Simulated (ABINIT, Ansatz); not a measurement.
## How the form of the self-energy moves the gap of MgO2 (R-3m)

How much does the gap of MgO2 (R-3m) depend on the approximation to the self-energy?

Main program and level: ABINIT 10.8.3; LDA and many-body steps on it, plane waves.

**1. Starting point**

It takes space group R-3m (No. 166, trigonal). The conventional cell has a = 3.210 Å, b = 3.210 Å, c = 10.482 Å, α = 90.00°, β = 90.00°, γ = 120.00°. Nearest to Mg lie 6 O at 2.11 Å. O has 1 O at 1.49 Å and 3 Mg at 2.11 Å nearest. Farther neighbours and most contacts between anions are not listed.

The cell and positions are those that the Materials Project relaxed with its own functionals (PBE, PBE+U or r2SCAN), kept fixed.

**2. Empty states on the mesh, 4×4×4 mesh, 112 bands**

This step: ABINIT 10.8.3; DFT, LDA, plane waves, norm-conserving pseudopotentials.

The sums over transitions need many empty states on a uniform mesh; this step solves for them.

Contents of run.abi:

```
acell 3*1.0 Angstrom
rprim 
  1.604761016024 0.926509204586 3.493978874900
  -1.604761016024 0.926509204586 3.493978874900
  0.000000000000 -1.853018409173 3.493978874900
ntypat 2
znucl 12 8
natom 3
typat 1 2 2
xred 
  0.000000000000 0.000000000000 0.000000000000
  0.428786000000 0.428786000000 0.428786000000
  0.571214000000 0.571214000000 0.571214000000
pp_dirpath "pseudos"
pseudos "Mg.upf, O.upf"
ecut 38
ngkpt 4 4 4
nshiftk 1
shiftk 0 0 0
kptopt 1
chksymbreak 0
irdden 1
istwfk *1
nband 112
prtvol 0
optdriver 6
gwr_task "HDIAGO"
paral_kgb 0
occopt 1
indata_prefix "in"
outdata_prefix "out"
tmpdata_prefix "tmp"
```

Launch:

```sh
> OMP_NUM_THREADS=1 mpirun -n 4 abinit run.abi > log
```

The program printed:

```text
.Version 10.8.3 of ABINIT. v10.8.2 released Aug 2026.

 Symmetries : space group R-3 m (#166); Bravais hR (rhombohedral)
[... echo of the input left out ...]
== DATASET  1 ==================================================================
-   mpi_nproc: 4, omp_nthreads: 1 (-1 if OMP is not activated)

--- !DatasetInfo
iteration_state: {dtset: 1, }
dimensions: {natom: 3, nkpt: 13, mband: 112, nsppol: 1, nspinor: 1, nspden: 1, mpw: 2370, }
cutoff_energies: {ecut:  38.0, pawecutdg:  -1.0, }
[...]
Direct band gap semiconductor
 Fundamental gap:     2.137 (eV)
   VBM:     3.180 (eV) at k: [ 5.0000E-01,  5.0000E-01,  5.0000E-01]
   CBM:     5.317 (eV) at k: [ 5.0000E-01,  5.0000E-01,  5.0000E-01]
 Direct gap:         2.137 (eV) at k: [ 5.0000E-01,  5.0000E-01,  5.0000E-01]

== END DATASET(S) ==============================================================
================================================================================

 -outvars: echo values of variables after computation  --------
           etotal      0.0000000000E+00
            nband         112
             nkpt          13
          spgroup         166
 [... the other variables as echoed above ...]

 Calculation completed.
```

Wall time 52 s (4 MPI ranks of Arm Neoverse V1, shared host); peak memory 1.4 GiB.

Numbers from this step:

```
gap                                                           : 2.137 eV
k of the valence top                                          : 0.5, 0.5, 0.5
k of the conduction bottom                                    : 0.5, 0.5, 0.5
least direct gap                                              : 2.137 eV
k points computed                                             : 13
lowest point of the top converged band, above the valence top : 110.2798 eV
```

On this mesh the gap is 2.137 eV.

The density comes from a self-consistent run that is not shown.

**3. Screening, 4×4×4 mesh, 48 bands, screening to 141.5 eV**

The RPA dielectric matrix is built and inverted for each q.

This step: RPA screening on LDA, plane waves, norm-conserving pseudopotentials.

Edit run.abi of step 2 so:

```diff
@@ -21,10 +21,11 @@
 chksymbreak 0
-irdden 1
 istwfk *1
-nband 112
-prtvol 0
-optdriver 6
-gwr_task "HDIAGO"
-paral_kgb 0
 occopt 1
+irdwfk 1
+optdriver 3
+nband 48
+ecuteps 5.2
+inclvkb 2
+awtr 1
+symchi 1
 indata_prefix "in"
```

The program printed:

```text
.Version 10.8.3 of ABINIT. v10.8.2 released Aug 2026.

 Symmetries : space group R-3 m (#166); Bravais hR (rhombohedral)
[... echo of the input left out ...]
== DATASET  1 ==================================================================
-   mpi_nproc: 4, omp_nthreads: 1 (-1 if OMP is not activated)

--- !DatasetInfo
iteration_state: {dtset: 1, }
dimensions: {natom: 3, nkpt: 13, mband: 48, nsppol: 1, nspinor: 1, nspden: 1, mpw: 2370, }
cutoff_energies: {ecut:  38.0, pawecutdg:  -1.0, }
electrons: {nelect:   2.20000000E+01, charge:   0.00000000E+00, occopt:   1.00000000E+00, tsmear:   1.00000000E-02, }

 SCREENING: Calculation of the susceptibility and dielectric matrices

 Based on a program developped by R.W. Godby, V. Olevano, G. Onida, and L. Reining.
 Incorporated in ABINIT by V. Olevano, G.-M. Rignanese, and M. Torrent.
.Using double precision arithmetic ; gwpc =  8

[... cell and pseudopotentials left out ...]
--------------------------------------------------------------------------------

 ==== K-mesh for the wavefunctions ====
 Number of points in the irreducible wedge :    13
[... list of points left out ...]
 Together with 12 symmetry operations and time-reversal symmetry
 yields    64 points in the full Brillouin Zone.

 ==== Q-mesh for the screening function ====
 Number of points in the irreducible wedge :    13
[... list of points left out ...]
 Together with 12 symmetry operations and time-reversal symmetry
 yields    64 points in the full Brillouin Zone.

 setmesh: FFT mesh size selected  =    30x   30x   30
          total number of points  =        27000

 vcoul_init : cutoff-mode = AUXILIARY_FUNCTION
 q-points for optical limit:   1
     1)      0.000010    0.000020    0.000030

- screening: taking advantage of time-reversal symmetry
- Maximum band index for partially occupied states nbvw = 11
- Remaining bands to be divided among processors   nbcw = 37
- Number of bands treated by each node ~9

 Number of electrons calculated from density =   22.0000; Expected =   22.0000
 average of density, n =  0.104591
 r_s =    1.3167
 omega_plasma =   31.1963 [eV]

 calculating chi0 at frequencies [eV] :
  1    0.000000E+00    0.000000E+00
  2    0.000000E+00    3.119628E+01

--------------------------------------------------------------------------------
  q-point number  1        q = ( 0.000000, 0.000000, 0.000000) [r.l.u.]
--------------------------------------------------------------------------------
[... chi0 elements left out ...]
 For q-point:  0.000010 0.000020 0.000030
  dielectric constant =   3.5336
  dielectric constant without local fields =   3.8768

  Average fulfillment of the sum rule on Im[epsilon] for q-point    1 :     39.98  [%]
[... wings left out ...]
  q-point number  2        q = ( 0.250000, 0.000000, 0.000000) [r.l.u.]
--------------------------------------------------------------------------------
[... chi0 elements left out ...]
  Average fulfillment of the sum rule on Im[epsilon] for q-point    2 :     54.12  [%]

 [... 11 further q-points ...]
```

Wall time 23 s (4 MPI ranks); peak memory 0.75 GiB; 93 s of CPU time.

This step gave:

```
ε∞ with local fields, on this mesh, along the program's q direction : 3.534
the same without local fields                                       : 3.877
plasma frequency                                                    : 31.20 eV
plane waves in the screening matrix                                 : 109
```

Local fields lower ε∞ by 9 %. On a Γ-centred mesh this coarse the value itself is usually too large, while a short band sum pulls it down.

**4. G0W0, Godby-Needs plasmon pole**

The self-energy is evaluated for the states that the input lists, and the levels follow from it, in one-shot runs by the linearised quasiparticle equation.

This step: G0W0 on LDA, plane waves, norm-conserving pseudopotentials.

Edit run.abi of step 3 so:

```diff
@@ -24,8 +24,17 @@
 irdwfk 1
-optdriver 3
+optdriver 4
 nband 48
+gwcalctyp 0
+ecutsigx 38
+symsigma 1
+nkptgw 2
+kptgw 
+  0.5000000000 0.5000000000 0.5000000000
+  0.0000000000 0.0000000000 0.0000000000
+bdgw 
+  10 13
+  10 13
 ecuteps 5.2
-inclvkb 2
-awtr 1
-symchi 1
+irdscr 1
+ppmodel 1
 indata_prefix "in"
```

The program printed:

```text
.Version 10.8.3 of ABINIT. v10.8.2 released Aug 2026.

 Symmetries : space group R-3 m (#166); Bravais hR (rhombohedral)
[... echo of the input left out ...]
== DATASET  1 ==================================================================
-   mpi_nproc: 4, omp_nthreads: 1 (-1 if OMP is not activated)

--- !DatasetInfo
iteration_state: {dtset: 1, }
dimensions: {natom: 3, nkpt: 13, mband: 48, nsppol: 1, nspinor: 1, nspden: 1, mpw: 2370, }
cutoff_energies: {ecut:  38.0, pawecutdg:  -1.0, }
electrons: {nelect:   2.20000000E+01, charge:   0.00000000E+00, occopt:   1.00000000E+00, tsmear:   1.00000000E-02, }

 SIGMA: Calculation of the GW corrections

 Based on a program developped by R.W. Godby, V. Olevano, G. Onida, and L. Reining.
 Incorporated in ABINIT by V. Olevano, G.-M. Rignanese, and M. Torrent.
.Using double precision arithmetic ; gwpc =  8

[... cell and pseudopotentials left out ...]
--------------------------------------------------------------------------------

 ==== K-mesh for the wavefunctions ====
 Number of points in the irreducible wedge :    13
[... list of points left out ...]
 Together with 12 symmetry operations and time-reversal symmetry
 yields    64 points in the full Brillouin Zone.

 ==== Q-mesh for screening function ====
 Number of points in the irreducible wedge :    13
[... list of points left out ...]
 Together with 12 symmetry operations and time-reversal symmetry
 yields    64 points in the full Brillouin Zone.

 vcoul_init : cutoff-mode = AUXILIARY_FUNCTION
 q-points for optical limit:   1
     1)      0.000010    0.000020    0.000030
 setmesh: FFT mesh size selected  =    45x   45x   45
          total number of points  =        91125

 Number of electrons calculated from density =   22.0000; Expected =   22.0000
 average of density, n =  0.104591
 r_s =    1.3167
 omega_plasma =   31.1963 [eV]

 === KS Band Gaps ===
  >>>> For spin  1
   Minimum direct gap =   2.1369 [eV], located at k-point      :   0.5000  0.5000  0.5000
   Fundamental gap    =   2.1369 [eV], Top of valence bands at :   0.5000  0.5000  0.5000
                                       Bottom of conduction at :   0.5000  0.5000  0.5000
 SIGMA fundamental parameters:
 PLASMON POLE MODEL  1
 number of plane-waves for SigmaX                 2365
 number of plane-waves for SigmaC and W            109
 number of plane-waves for wavefunctions          2365
 number of bands                                    48
 number of independent spin polarizations            1
 number of spinorial components                      1
 number of k-points in IBZ                          13
 number of q-points in IBZ                          13
 number of symmetry operations                      12
 number of k-points in BZ                           64
 number of q-points in BZ                           64
 number of frequencies for dSigma/dE                 9
 frequency step for dSigma/dE [eV]                0.25
 number of omega for Sigma on real axis              0
 max omega for Sigma on real axis  [eV]           0.00
 zcut for avoiding poles [eV]                     0.10

 EPSILON^-1 parameters (SCR file):
 dimension of the eps^-1 matrix on file            109
 dimension of the eps^-1 matrix used               109
 number of plane-waves for wavefunctions          2365
 number of bands                                    48
 number of q-points in IBZ                          13
 number of frequencies                               2
 number of real frequencies                          1
 number of imag frequencies                          1

 matrix elements of self-energy operator (all in [eV])

 Perturbative Calculation

--- !SelfEnergy_ee
iteration_state: {dtset: 1, }
kpoint     : [   0.500,    0.500,    0.500, ]
spin       : 1
KS_gap     :    2.137
QP_gap     :    5.011
Delta_QP_KS:    2.874
data: !SigmaeeData |
     Band     E0 <VxcDFT>   SigX SigC(E0)      Z dSigC/dE  Sig(E)    E-E0       E
       10   3.180 -20.478 -26.426   4.866   0.793  -0.260 -21.336  -0.858   2.321
       11   3.180 -20.478 -26.426   4.866   0.793  -0.260 -21.336  -0.858   2.321
       12   5.317 -18.094 -12.146  -3.458   0.810  -0.235 -16.078   2.016   7.333
       13   7.912  -9.710  -4.418  -3.672   0.862  -0.160  -8.313   1.397   9.308

--- !SelfEnergy_ee
iteration_state: {dtset: 1, }
kpoint     : [   0.000,    0.000,    0.000, ]
spin       : 1
KS_gap     :    5.188
QP_gap     :    7.575
Delta_QP_KS:    2.387
data: !SigmaeeData |
     Band     E0 <VxcDFT>   SigX SigC(E0)      Z dSigC/dE  Sig(E)    E-E0       E
       10   2.378 -19.584 -25.760   4.930   0.791  -0.264 -20.570  -0.986   1.392
       11   2.378 -19.584 -25.760   4.930   0.791  -0.264 -20.570  -0.986   1.392
       12   7.566 -11.433  -6.289  -3.503   0.854  -0.171 -10.032   1.401   8.967
       13   7.794 -20.079 -12.512  -4.308   0.781  -0.280 -17.533   2.546  10.340

== END DATASET(S) ==============================================================
================================================================================

 -outvars: echo values of variables after computation  --------
           etotal      0.0000000000E+00
            nband          48
             nkpt          13
          spgroup         166
 [... the other variables as echoed above ...]

 Calculation completed.
```

It took 3.7 s on 4 MPI ranks; peak memory 0.68 GiB.

Numbers from this step:

| Property | Result |
| --- | --- |
| G0W0 gap on the points computed | 5.012 eV |
| starting gap on the mesh | 2.137 eV |
| k of the valence top | 0.5, 0.5, 0.5 |
| k of the conduction bottom | 0.5, 0.5, 0.5 |
| Z at the valence top | 0.793 |
| Z at the conduction bottom | 0.81 |
| least direct G0W0 gap on the computed points | 5.012 eV |

The gap on the mesh goes from 2.14 eV to 5.01 eV, a correction of +2.88 eV.

**5. G0W0, Hybertsen-Louie plasmon pole**

Edit run.abi of step 4 so:

```diff
@@ -38,3 +38,3 @@
 irdscr 1
-ppmodel 1
+ppmodel 2
 indata_prefix "in"
```

The program printed:

```text
.Version 10.8.3 of ABINIT. v10.8.2 released Aug 2026.

 Symmetries : space group R-3 m (#166); Bravais hR (rhombohedral)
[... echo of the input left out ...]
== DATASET  1 ==================================================================
-   mpi_nproc: 4, omp_nthreads: 1 (-1 if OMP is not activated)

--- !DatasetInfo
iteration_state: {dtset: 1, }
dimensions: {natom: 3, nkpt: 13, mband: 48, nsppol: 1, nspinor: 1, nspden: 1, mpw: 2370, }
cutoff_energies: {ecut:  38.0, pawecutdg:  -1.0, }
electrons: {nelect:   2.20000000E+01, charge:   0.00000000E+00, occopt:   1.00000000E+00, tsmear:   1.00000000E-02, }

 SIGMA: Calculation of the GW corrections

 Based on a program developped by R.W. Godby, V. Olevano, G. Onida, and L. Reining.
 Incorporated in ABINIT by V. Olevano, G.-M. Rignanese, and M. Torrent.
.Using double precision arithmetic ; gwpc =  8

[... cell and pseudopotentials left out ...]
--------------------------------------------------------------------------------

 ==== K-mesh for the wavefunctions ====
 Number of points in the irreducible wedge :    13
[... list of points left out ...]
 Together with 12 symmetry operations and time-reversal symmetry
 yields    64 points in the full Brillouin Zone.

 ==== Q-mesh for screening function ====
 Number of points in the irreducible wedge :    13
[... list of points left out ...]
 Together with 12 symmetry operations and time-reversal symmetry
 yields    64 points in the full Brillouin Zone.

 vcoul_init : cutoff-mode = AUXILIARY_FUNCTION
 q-points for optical limit:   1
     1)      0.000010    0.000020    0.000030
 setmesh: FFT mesh size selected  =    45x   45x   45
          total number of points  =        91125

 Number of electrons calculated from density =   22.0000; Expected =   22.0000
[...]
number of omega for Sigma on real axis              0
 max omega for Sigma on real axis  [eV]           0.00
 zcut for avoiding poles [eV]                     0.10

 EPSILON^-1 parameters (SCR file):
 dimension of the eps^-1 matrix on file            109
 dimension of the eps^-1 matrix used               109
 number of plane-waves for wavefunctions          2365
 number of bands                                    48
 number of q-points in IBZ                          13
 number of frequencies                               2
 number of real frequencies                          1
 number of imag frequencies                          1

 matrix elements of self-energy operator (all in [eV])

 Perturbative Calculation

--- !SelfEnergy_ee
iteration_state: {dtset: 1, }
kpoint     : [   0.500,    0.500,    0.500, ]
spin       : 1
KS_gap     :    2.137
QP_gap     :    5.377
Delta_QP_KS:    3.240
data: !SigmaeeData |
     Band     E0 <VxcDFT>   SigX SigC(E0)      Z dSigC/dE  Sig(E)    E-E0       E
       10   3.180 -20.478 -26.426   4.535   0.846  -0.181 -21.674  -1.196   1.984
       11   3.180 -20.478 -26.426   4.535   0.846  -0.181 -21.674  -1.196   1.984
       12   5.317 -18.094 -12.146  -3.566   0.858  -0.166 -16.050   2.045   7.361
[...]
--- !SelfEnergy_ee
iteration_state: {dtset: 1, }
kpoint     : [   0.000,    0.000,    0.000, ]
spin       : 1
KS_gap     :    5.188
QP_gap     :    7.688
Delta_QP_KS:    2.500
data: !SigmaeeData |
     Band     E0 <VxcDFT>   SigX SigC(E0)      Z dSigC/dE  Sig(E)    E-E0       E
[...]
12   7.566 -11.433  -6.289  -3.877   0.903  -0.108 -10.289   1.144   8.709
       13   7.794 -20.079 -12.512  -4.163   0.831  -0.203 -17.250   2.829  10.623

== END DATASET(S) ==============================================================
================================================================================

 -outvars: echo values of variables after computation  --------
           etotal      0.0000000000E+00
            nband          48
             nkpt          13
          spgroup         166
 [... the other variables as echoed above ...]

 Calculation completed.
```

The job ended after 3.6 s (4 MPI ranks; peak memory 0.67 GiB).

This step gave:

- G0W0 gap on the points computed: 5.377 eV
- starting gap on the mesh: 2.137 eV
- k of the valence top: 0.5, 0.5, 0.5
- k of the conduction bottom: 0.5, 0.5, 0.5
- Z at the valence top: 0.846
- Z at the conduction bottom: 0.858
- least direct G0W0 gap on the computed points: 5.377 eV

Against G0W0 in ABINIT (4×4×4 mesh, 48 bands, screening to 141.5 eV, Godby-Needs plasmon pole), the gap moves by +0.365 eV.

**6. G0W0, von der Linden-Horsch plasmon pole**

Edit run.abi of step 5 so:

```diff
@@ -38,3 +38,3 @@
 irdscr 1
-ppmodel 2
+ppmodel 3
 indata_prefix "in"
```

The program printed:

```text
.Version 10.8.3 of ABINIT. v10.8.2 released Aug 2026.

 Symmetries : space group R-3 m (#166); Bravais hR (rhombohedral)
[... echo of the input left out ...]
== DATASET  1 ==================================================================
-   mpi_nproc: 4, omp_nthreads: 1 (-1 if OMP is not activated)

--- !DatasetInfo
iteration_state: {dtset: 1, }
dimensions: {natom: 3, nkpt: 13, mband: 48, nsppol: 1, nspinor: 1, nspden: 1, mpw: 2370, }
cutoff_energies: {ecut:  38.0, pawecutdg:  -1.0, }
[...]
Band     E0 <VxcDFT>   SigX SigC(E0)      Z dSigC/dE  Sig(E)    E-E0       E
[...]
12   7.566 -11.433  -6.289  -3.760   0.913  -0.095 -10.169   1.265   8.830
       13   7.794 -20.079 -12.512  -4.218   0.864  -0.157 -17.184   2.895  10.689

== END DATASET(S) ==============================================================
================================================================================

 -outvars: echo values of variables after computation  --------
           etotal      0.0000000000E+00
            nband          48
             nkpt          13
          spgroup         166
 [... the other variables as echoed above ...]

 Calculation completed.
```

Run time: 3.2 s. Hardware: 4 MPI ranks; peak memory 0.65 GiB; 13 s of CPU time.

Numbers from this step:

| Item | Value |
| --- | --- |
| G0W0 gap on the points computed | 5.278 eV |
| starting gap on the mesh | 2.137 eV |
| k of the valence top | 0.5, 0.5, 0.5 |
| k of the conduction bottom | 0.5, 0.5, 0.5 |
| least direct G0W0 gap on the computed points | 5.278 eV |

Against G0W0 in ABINIT (4×4×4 mesh, 48 bands, screening to 141.5 eV, Godby-Needs plasmon pole), the gap moves by +0.266 eV.

[end of part 1 of 2]

[Paths, hosts, dates, memory and timing lines, banners, echoed tables and standing remarks are left out of the program output.]

[Logs are printed without paths, hosts, clocks, repeated set-up lines and the standing remarks that a program may print on its own settings, such as how far it seeks lower states.]

[Runs of the session that timed out or met a known fault of the program may be left out.]

[No measured gap is set beside runs whose start may be inverted or whose files or cutoffs have a known fault.]

[Hosts, paths, dates, database ids (printed as entryN), source tags and the programs' standing remarks are cut or masked in the printed files.]

[G0W0 gaps are taken among the corrected bands and points alone; a level outside them can change the order at an edge.]

[Where Ansatz stands beside ABINIT at settings called matched, ABINIT's density can come from a denser mesh and the files from another edition; pairs whose starting gaps differed by over 0.03 eV were left out, so agreement reads better than it is.]
